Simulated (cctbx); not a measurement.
## Accept or mend?

Cell a = 13.4810 Å, b = 3.6350 Å, c = 8.4720 Å, α = 90.00°, β = 107.46°, γ = 90.00°; space group Cm (no. 8).

The data are simulated with cctbx, not measured: Mo Kα, λ = 0.71073 Å, to d = 0.75 Å, 50 % of the full sphere, strongest reflection 20000 counts, noise from counting, a 3 % proportional error and a noise floor of 8 counts (s.d.); no absorption.

An isotropic refinement with weights 1/σ² prints:

```text
Rint 0.021, 767 unique reflections to 0.75 A
cycle     R1     wR2    GooF  max shift (A)
   1  0.0814  0.2251   5.544   0.02466
  12  0.0257  0.0968   2.385   0.08730
final R1 0.0249 wR2 0.0938 GooF 2.309  parameters 22  data/parameter 34.9
atom        x        y        z      Ueq    occ   su(xyz)  su(Uiso or U11)
Yb1    0.14561  0.50000  0.31065   0.0057  1.000  0.00016  0.0003
Yb2    0.12392  0.50000  0.73798   0.0065  1.000  0.00017  0.0002
Yb3   -0.00208  0.00000  0.97911   0.0069  1.000  0.00017  0.0003
Ca1    0.29174  0.00000  0.07501   0.0111  1.000  0.00066  0.0012
Ca2    0.42331  0.50000  0.38470   0.0095  1.000  0.00071  0.0010
Ca3    0.33657  0.00000  0.64654   0.0101  1.000  0.00077  0.0012
Ca4    0.37534  0.82841  0.11071   0.2252  1.000  0.00980  0.0144
difference map: max 1.97 min -2.51 rms 0.48
Q1    0.0282  0.0000  0.9874    2    2.00  0.39 A from Yb3
Q2    0.1547  0.5000  0.2883    2    1.96  0.25 A from Yb1
Q3    0.4776  0.5000  0.9994    2    1.93  0.36 A from Yb3
Q4    0.1502  0.5000  0.3667    2    1.78  0.46 A from Yb1
Q5    0.1271  0.5000  0.6820    2    1.60  0.49 A from Yb2
Q6    0.0117  0.5000  0.6631    2    1.50  1.45 A from Yb2
```

**Question.** Can this result stand? If not, what is the likely fault?

Mend it. The fault: spurious atom: Ca4. Against the right model at the same level, R1 goes from 0.0159 to 0.0249 and GooF from 0.98 to 2.31, Ca4 takes U = 0.23 Å² and a hole of -2.5 e/Å³ opens. A site with no density behind it hides by a very large U or drifts. The fit had not settled when the cycles ran out.

The compound is CaYb. The right model at the same level gives:

```text
Rint 0.021, 767 unique reflections to 0.75 A
cycle     R1     wR2    GooF  max shift (A)
   1  0.1354  0.3162   7.768   0.07235
   3  0.0159  0.0400   0.982   0.00016
final R1 0.0159 wR2 0.0400 GooF 0.982  parameters 18  data/parameter 42.6
atom        x        y        z      Ueq    occ   su(xyz)  su(Uiso or U11)
Yb1    0.14569  0.50000  0.31258   0.0070  1.000  0.00004  0.0001
Yb2    0.12396  0.50000  0.74002   0.0078  1.000  0.00005  0.0001
Yb3   -0.00195  0.00000  0.98105   0.0080  1.000  0.00005  0.0001
Ca1    0.29241  0.00000  0.07677   0.0115  1.000  0.00026  0.0005
Ca2    0.42273  0.50000  0.38639   0.0115  1.000  0.00030  0.0004
Ca3    0.33664  0.00000  0.64949   0.0108  1.000  0.00032  0.0005
difference map: max 0.91 min -0.98 rms 0.22
Q1    0.2931  0.5000  0.7515    2    0.92  2.17 A from Ca3
Q2    0.3207  0.5000  0.9674    2    0.84  2.13 A from Ca1
Q3    0.9983  0.0000  0.1012    2    0.79  1.02 A from Yb3
Q4    0.3947  0.0000  0.6366    2    0.79  0.82 A from Ca3
Q5    0.3357  0.5000  0.3586    2    0.77  1.12 A from Ca2
Q6    0.3255  0.0000  0.5585    2    0.75  0.74 A from Ca3
```

Isotropic U is held between 0.0001 and 1 Å² by the program, and listed peak heights are interpolated, so they can pass the grid's maximum.

The model was made for the exercise: a known structure type with other elements put in, its volume estimated, not relaxed; displacement parameters are assumed.

[Middle refinement cycles are left out of these outputs.]

[Logs are printed without paths, hosts, clocks, repeated set-up lines and the standing remarks that a program may print on its own settings, such as how far it seeks lower states.]
